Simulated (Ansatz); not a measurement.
## Moving the knobs of a GW run on Selenium (P3_121, 3 atoms a cell)

A base run on Selenium (P3_121, 3 atoms a cell), then changed inputs.

Calculated with Ansatz 0.2.0; G0W0 on PBE, plane waves, PAW; PAW set soft_1.

**1. Starting point**

It takes space group P3_121 (No. 152, trigonal). Conventional cell: a = 4.366 Å, b = 4.366 Å, c = 4.954 Å, α = 90.00°, β = 90.00°, γ = 120.00°. Nearest to Se lie 2 Se at 2.37 Å.

As a file:

```cif
data_structure
_symmetry_space_group_name_H-M 'P 1'
_symmetry_Int_Tables_number 1
_cell_length_a 4.3662
_cell_length_b 4.3662
_cell_length_c 4.9536
_cell_angle_alpha 90.000
_cell_angle_beta 90.000
_cell_angle_gamma 120.000
_cell_volume 81.78
loop_
_atom_site_label
_atom_site_type_symbol
_atom_site_fract_x
_atom_site_fract_y
_atom_site_fract_z
_atom_site_occupancy
Se1 Se 0.22540 0.00000 0.33333 1
Se2 Se 0.00000 0.22540 0.66667 1
Se3 Se 0.77460 0.77460 0.00000 1
```

The cell and positions come from the Crystallography Open Database and are kept as given unless a step says otherwise.

**2. The base run: 6×6×4 mesh, 86 empty bands, screening to 60 eV, PAW set soft_1 files**

G0W0 replaces the xc potential by the self-energy, built once from these orbitals. Only a window of levels is corrected, while the sums run over the empty bands that the input names. This step takes PAW set soft_1 files.

input.yaml reads:

```yaml
crystal:
  lattice:
    - [4.3662, 0.0, 0.0]
    - [-2.1831, 3.781240118, 0.0]
    - [0.0, 0.0, 4.9536]
  atoms:
    - { symbol: Se, position: [0.2254, 0.0, 0.3333333333] }
    - { symbol: Se, position: [0.0, 0.2254, 0.6666666667] }
    - { symbol: Se, position: [0.7746, 0.7746, 0.0] }
kpoints:
  mp_grid: { grid: [6, 6, 4] }
hamiltonian:
  xc: pbe
  pseudopotentials: { kind: paw, azcp: { folder: soft_1 } }
scf:
  occupations: { method: fixed }
gw:
  n_empty_bands: 86
  ecut_chi: 60
  qp_bands: [v2, c2]
  qp_kpoints: band_edges
  screening: { model: contour_deformation }
```

Run with:

```sh
$ ansatz run input.yaml --threads 3 --pin off --max-ram 92160MiB --backend cuda --events-out ev --progress --plain --runs-dir out --devices 1 --max-vram 13GiB
```

Numbers of over 12 decimals in the logs are rounded to 6 here.

Log:

```text
GPUs: using 1 of 1 available (devices: 1).
Engine: ansatz 0.2.0, x86_64-unknown-linux-gnu
Pseudopotentials: kind: paw
Pseudopotential: Se, paw, valence charge 16, recommended cutoff 420 eV (normal), soft_1/Se.paw.azcp
Functional definition: PBE
  parameter kappa = 0.804
  parameter beta = 0.066725
  exchange = pbe_x(kappa = kappa, mu = beta*pi^2/3)
  correlation = pbe_c(beta = beta)
device memory: the entry about to start is reckoned to put 0.9 GiB on a device that reports 43.0 GiB free (of which the cap on the GPU budget leaves the run 13.0 GiB)
GPU FFT provider: cuFFT
GPU libraries: cuBLAS 13.8.2, cuFFT 12.4.0, cuSOLVER 12.3.4
Crystal: 3 atoms, lattice volume = 81.782 Å³
Basis set: ecut = 420 eV, 1583 PW (Γ)
Bands: 29, of which v1, the nominal top of the filled ones, is band 24 counted from 1 (23 counted from 0)
Symmetry: 6 space group operations
Space group: P3121 (ITA 152), of the structure as read, at distance tolerance 4.3e-5 Å
k-points: 24 of 144 (time reversal used)
Non-local potential: Se, projectors of the file, l = 0: 2, l = 1: 2, l = 2: 3, l = 3: 1
PAW form: soft (Blöchl's): semilocal exchange-correlation on the pseudo side does not see the compensation charge
PAW one-centre angular grid: Se, 590 points (default); XC on 64 Gauss nodes
Initial density: superposition of atomic densities (chi_scale 0.1, normalization cell)
Initial wavefunctions: pseudopotential atomic-orbital guess
GPU buffer pool allocated for 32400 grid points (all kernels)
GPU transforms: local potential and band sums: pruned to the plane-wave sphere, on 30×30×36
Functional: x = pbe(κ = 0.804, μ = 0.219515), c = pbe(β = 0.066725)
SCF iter   1: F=—  HF=-16407.299670 eV  |F-HF|=—  |Δ(HF+E_count)|=         —  Δρ=2.78e-2  dr2=3.89e-1  ethr=3.10e-3  ⟨swp⟩=4.7  Hψ=2552  notcnv=0  defer=56
preconditioner: auto → Resta (q_TF=auto, 2.496 Å⁻¹)  ε∞=3.8  [insulator: Δε(μ)=1.127 eV  Ē_g=10.457 eV  n_scr=20 (ndim 8)  ℏωp=17.4 eV  f_vac=0.063  ε∞_Penn≈3.8]
SCF iter   2: F=—  HF=-16407.242376 eV  |F-HF|=—  |Δ(HF+E_count)|=   5.73e-2  Δρ=1.54e-2  dr2=1.23e-1  ethr=8.11e-4  ⟨swp⟩=2.0  Hψ=939  notcnv=0  defer=67
SCF iter   3: F=—  HF=-16407.226581 eV  |F-HF|=—  |Δ(HF+E_count)|=   1.58e-2  Δρ=1.57e-3  dr2=1.72e-3  ethr=2.56e-4  ⟨swp⟩=2.4  Hψ=878  notcnv=0  defer=69
SCF iter   4: F=—  HF=-16407.227419 eV  |F-HF|=—  |Δ(HF+E_count)|=   8.38e-4  Δρ=6.17e-4  dr2=2.29e-4  ethr=3.58e-6  ⟨swp⟩=2.0  Hψ=1297  notcnv=0  defer=71
SCF iter   5: F=—  HF=-16407.227546 eV  |F-HF|=—  |Δ(HF+E_count)|=   1.27e-4  Δρ=2.01e-4  dr2=3.77e-5  ethr=4.77e-7  ⟨swp⟩=2.0  Hψ=1297  notcnv=0  defer=71
SCF iter   6: F=—  HF=-16407.227618 eV  |F-HF|=—  |Δ(HF+E_count)|=   7.28e-5  Δρ=5.28e-5  dr2=2.41e-6  ethr=7.86e-8  ⟨swp⟩=2.0  Hψ=888  notcnv=0  defer=46
[...]
E_xc         = -253.943232
  E_vxc        = -269.212467  (∫ρ·V_xc dr)
  E_paw        = -6390.993711  (= ΣΔE_a)
  E_vpaw       = -566.212201  (= ΣTr[D̂ρ^β])
  E_aug_tail   = -0.001113  (compensation charges beyond the density's cutoff)
  E_ewald      = -4981.574654
  E_smearing   = -0.000000  (= −TS)
  E_closure    = 0.000000  (closes the sum)
  Σ components = -16407.227624   (vs F -16407.227624, Δ=0.00e0)
--- Band table (eV; the first three rows and the last of 24) ---
  k-point 0: bands = [... 20 lower, 2.7575, 4.4707, 4.4707, 6.1043, 8.4024, 8.4024, 8.6787, 12.6864, ... 1 higher]
  k-point 1: bands = [... 20 lower, 3.0174, 4.5681, 4.9450, 5.6795, 7.9720, 8.0427, 8.2135, 13.2633, ... 1 higher]
  k-point 2: bands = [... 20 lower, 3.1291, 4.9683, 4.9683, 5.3905, 7.7285, 7.7285, 7.7960, 12.7991, ... 1 higher]
  k-point 23: bands = [... 20 lower, 1.5638, 5.5293, 6.2984, 6.2984, 7.5497, 9.2295, 9.2295, 13.1808, ... 1 higher]
--- G₀W₀: contour deformation, 7 samples at zero and on the imaginary axis and 1 off it, 144 q-points, 86 empty bands' worth ---
  eigenvalues of the whole cell's RPA ε∞ on this k-mesh (on a slab, of 1 + 4πα/V) = 9.1822, 9.1822, 14.0369; static W/v taken at q = 0 is 0.090192
  bands read: the sum over 110 bands ends inside a degenerate multiplet in 3 slots, whose members it reads at an even weight; the widest, k=0: bands 110 to 111 (counted from 1) at 1/2 each
  gw.qp_kpoints: band_edges: 12 of 24 stored k-points solved, in 1 pass; an edge of the gap read off the rows below is read off those points alone
    valence top: of the k-points left out ik 18 came nearest to being solved in a further pass, in band 24 (counted from 1, as in the quasiparticle table): it holds the edge there only if its correction is more favourable than any solved in that band by at least 0.526 eV; those differ by 0.155 eV
    conduction bottom: of the k-points left out ik 4 came nearest to being solved in a further pass, in band 25 (counted from 1, as in the quasiparticle table): it holds the edge there only if its correction is more favourable than any solved in that band by at least 0.394 eV; those differ by 0.168 eV
    ik  band        ε_KS         Σx   Σc(E_QP)       V_xc       Z   E_QP_lin       E_QP  E_QP is
     0    23      4.4707   -17.1437     2.9669   -13.9114  0.6844     4.2014     4.2053  root
     0    24      6.1043   -17.6169     2.4043   -15.0073  0.7258     5.8979     5.8990  root
     0    25      8.4024   -10.7755    -3.7093   -15.0568  0.7304     8.9852     8.9745  root
     0    26      8.4024   -10.7755    -3.7093   -15.0568  0.7304     8.9852     8.9745  root
     1    23      4.9450   -17.3243     2.7739   -14.2959  0.7042     4.6878     4.6905  root
     1    24      5.6795   -17.3244     2.4741   -14.6267  0.7186     5.4544     5.4559  root
     1    25      7.9720    -9.9361    -3.4657   -13.8659  0.7484     8.4412     8.4360  root
     1    26      8.0427   -10.6982    -3.4748   -14.6945  0.7359     8.5718     8.5641  root
[...]
23    23      6.2984   -17.4559     1.7797   -15.5637  0.7374     6.1856     6.1859  root
    23    24      6.2984   -17.4559     1.7797   -15.5637  0.7374     6.1856     6.1859  root
    23    25      7.5497   -11.3279    -3.1858   -15.0623  0.7472     8.1049     8.0982  root
    23    26      9.2295   -10.7515    -3.8381   -15.1531  0.7156     9.8071     9.7929  root
[key lines of the parts left out:]
SCF converged after 7 iterations
Free energy (F): -16407.227624 eV
Fermi energy:    6.527454 eV
```

Run time: 22 s. Hardware: 1 × NVIDIA H100 80GB HBM3 (shared by 6 runs) with 3 threads of AMD EPYC 7R13 (Zen 3), shared host; peak memory 1.1 GiB; 30 s of CPU time.

The column dr2 measures how far the density is from self-consistency, as an energy; F and HF (Harris–Foulkes) agree once it is small.

This step gave:

```
bands summed                                 : 110
RPA ε∞ on this mesh (eigenvalues)            : 9.182, 9.182, 14.04
plane waves in the screening matrix          : 85
q-points in the mesh                         : 144
G0W0 gap on the mesh                         : 1.644 eV
k of the valence top                         : 0, -0.5, -0.5
k of the conduction bottom                   : 0.3333, 0.3333, -0.5
starting gap on the mesh                     : 1.022 eV
Z at the valence top                         : 0.7426
Z at the conduction bottom                   : 0.7472
least direct G0W0 gap on the computed points : 1.912 eV
```

The gap on the mesh goes from 1.02 eV to 1.64 eV, a correction of +0.62 eV. Between the two edge states, bare exchange in place of the xc potential would open the gap by 5.37 eV, and correlation takes back 4.75 eV.

**3. Variant: static remainder**

This step: G0W0 on PBE, plane waves, norm-conserving pseudopotentials.

input.yaml, the sections that differ from step 2:

```yaml
kpoints:
  mp_grid: { grid: [6, 6, 2] }
hamiltonian:
  xc: pbe
  pseudopotentials: { kind: nc }
gw:
  n_empty_bands: 86
  ecut_chi: 100
  qp_bands: [v2, c2]
  qp_kpoints: band_edges
  screening: { model: contour_deformation }
  static_remainder: true
# crystal, scf: as in step 2
```

Log:

```text
Warning: gw takes pair_densities: pseudo, which can misplace gaps by tens of per cent, since gw.static_remainder lacks the terms of the atoms
GPUs: using 1 of 1 available (devices: 1).
[...]
GPU FFT provider: cuFFT
GPU libraries: cuBLAS 13.8.2, cuFFT 12.4.0, cuSOLVER 12.3.4
Crystal: 3 atoms, lattice volume = 81.782 Å³
Basis set: ecut = 1170.089609 eV, 7383 PW (Γ)
Bands: 29, of which v1, the nominal top of the filled ones, is band 24 counted from 1 (23 counted from 0)
Symmetry: 6 space group operations
[...]
k-points: 14 of 72 (time reversal used)
[...]
GPU buffer pool allocated for 150000 grid points (all kernels)
[...]
SCF iter   1: F=—  HF=-9896.968155 eV  |F-HF|=—  |Δ(HF+E_count)|=         —  Δρ=2.91e-2  dr2=4.34e-1  ethr=3.10e-3  ⟨swp⟩=5.0  Hψ=1533  notcnv=0  defer=37
[...]
SCF iter   7: F=-9896.883697 eV  HF=-9896.883697 eV  |F-HF|=4.81e-8  |Δ(HF+E_count)|=   1.37e-6  Δρ=5.90e-6  dr2=1.98e-8  ethr=2.08e-10  ⟨swp⟩=12.4  Hψ=2059  notcnv=0
SCF 1 converged in 7 iterations: F = -9896.883697 eV  dr2 = 1.98e-8
[...]
NSCF: frozen V_eff on 14 k-points, pencils in batches of 32, up to order 116
[...]
NSCF: frozen V_eff on 14 k-points
G₀W₀ screening: q 1/14
[... further progress lines ...]
SCF converged after 7 iterations
Free energy (F): -9896.883697 eV
[...]
Internal energy: -9896.883697 eV  (E = F + TS)
E sigma→0 (E₀):  -9896.883697 eV
Fermi energy:    7.401061 eV
[...]
--- Band table (eV; the first three rows and the last of 14) ---
  k-point 0: bands = [... 20 lower, 3.6225, 5.3479, 5.3479, 6.9814, 9.2505, 9.2505, 9.5384, 13.5658, ... 1 higher]
  k-point 1: bands = [... 20 lower, 3.9987, 5.8432, 5.8432, 6.2671, 8.5902, 8.5902, 8.6477, 13.6708, ... 1 higher]
  k-point 2: bands = [... 20 lower, 3.8124, 5.3852, 5.7317, 6.7797, 9.1676, 9.2633, 9.8067, 13.4997, ... 1 higher]
  k-point 13: bands = [... 20 lower, 2.4374, 6.4026, 7.1725, 7.1725, 8.3955, 10.0845, 10.0845, 14.0547, ... 1 higher]
[...]
static-remainder magnitude (band-truncation diagnostic): 0.7104 eV
[...]
0    23      5.3479   -16.9241     3.2424   -12.7308  0.6811     4.3368     4.3971  root
     0    24      6.9814   -17.5165     2.7212   -13.6094  0.7224     5.7591     5.7956  root
     0    25      9.2505   -10.4899    -3.5235   -13.5568  0.7258     8.7989     8.7938  root
     0    26      9.2505   -10.4899    -3.5235   -13.5568  0.7258     8.7989     8.7938  root
     1    23      5.8432   -16.5971     2.8901   -12.7271  0.6935     4.8202     4.8633  root
     1    24      6.2671   -17.5428     3.0474   -13.3728  0.7080     5.0957     5.1445  root
     1    25      8.5902    -9.3085    -3.2520   -12.1492  0.7529     8.1815     8.1788  root
     1    26      8.5902    -9.3085    -3.2520   -12.1492  0.7529     8.1815     8.1788  root
[...]
13    23      7.1725   -17.2057     2.0053   -14.0417  0.7342     5.9881     6.0138  root
    13    24      7.1725   -17.2057     2.0053   -14.0417  0.7342     5.9881     6.0138  root
    13    25      8.3955   -10.9206    -3.1215   -13.5811  0.7413     7.9378     7.9346  root
    13    26     10.0845   -10.3695    -3.6920   -13.6092  0.7076     9.6391     9.6322  root
```

Run time: 18 s. Hardware: 1 × NVIDIA H100 80GB HBM3 (shared by 6 runs) with 3 threads; peak memory 1.3 GiB.

Against the base:

```tsv
setting	base	variant
files	PAW set soft_1	norm-conserving
mesh	6×6×4	6×6×2
screening cutoff (eV)	60	100
static remainder	-	true
```

```tsv
quantity	variant	base
starting gap on the mesh	0.994	1.022
G0W0 gap on the mesh	1.684	1.644
least direct G0W0 gap on the computed points	1.921	1.912
Z at the valence top	0.739	0.743
Z at the conduction bottom	0.741	0.747
```

**4. Outcome**

| Quantity | Value |
| --- | --- |
| base | 1.64 eV, 22 s |
| static remainder | 1.68 eV, 18 s |

Static remainder: the gap moves by +0.04 eV (the plane-wave cutoff goes from 420 to 1170.09 eV); such settings are too crude to quote. The variant differs from the base in files, mesh, screening cutoff and static remainder together, so the change can't be laid to one of them. This option needs pseudo pair densities, which the log warns can misplace gaps. All runs here use a coarse mesh and modest cutoffs; they test settings and are not final values. The many-body steps are scalar-relativistic: spin-orbit coupling is not in them.

[Paths, hosts, dates, memory and timing lines, banners, echoed tables and standing remarks are left out of the program output.]

[Logs are printed without paths, hosts, clocks, repeated set-up lines and the standing remarks that a program may print on its own settings, such as how far it seeks lower states.]

[Runs of the session that timed out or met a known fault of the program may be left out.]

[Cells called generated may have been cut or substituted from an entry of the Crystallography Open Database or the Materials Project.]

[Hosts, paths, dates, database ids (printed as entryN), source tags and the programs' standing remarks are cut or masked in the printed files.]
